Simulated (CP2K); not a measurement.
Consider dimethyl sulfide at its PBE geometry (Å).

```xyz
9

C     1.2840    0.4217    0.2183
S     0.0296    0.5352   -1.0837
C    -1.2826   -0.4015   -0.2586
H     1.5503   -0.6265    0.4141
H     2.1756    0.9563   -0.1321
H     0.9281    0.8905    1.1465
H    -0.9579   -1.4310   -0.0513
H    -2.1469   -0.4304   -0.9338
H    -1.5801    0.0858    0.6807
```

Method: CP2K XAS_TDP, all-electron GAPW, PBEh(45%), aug-cc-pVDZ, TDA, GW2X-corrected core level, ZORA, spin–orbit coupling.

**Question.** Where do the S L₂,₃-edge lines lie, and how strong are they?

Leading lines: S2 168.13 eV. The leading line of an atom is its first one with 35 % of the strongest within 2.5 eV of its lowest line over the strength cut. Core ionisation energies at this level: S2 170.39/170.49/171.55 eV; the 2p½ level lies 1.11 eV above the 2p3/2 pair.

The first six lines of each atom with a strength over 0.0003:

```
              atom  energy (eV)  states  strength, one atom  above the computed threshold
S2 (bonded to 2 C)       167.06       1              0.0015                              
                         167.31       1              0.0017                              
                         168.07       2              0.0003                              
                         168.13       2              0.0024                              
                         168.25       1              0.0058                              
                         168.27       1              0.0015
```

Lines are vertical, at one geometry, with no vibrational structure. GW2X ionisation energies and lines can be off by 1 to 2 eV either way, and a good line position may hide errors that cancel. Rydberg lines, and the discretised continuum above threshold, depend on the basis and the box.

[Banner, clock and machine lines of the logs are left out without a mark of their own.]

[Logs are printed without paths, hosts, clocks, repeated set-up lines and the standing remarks that a program may print on its own settings, such as how far it seeks lower states.]

[Hosts, paths, dates, database ids (printed as entryN), source tags and the programs' standing remarks are cut or masked in the printed files.]
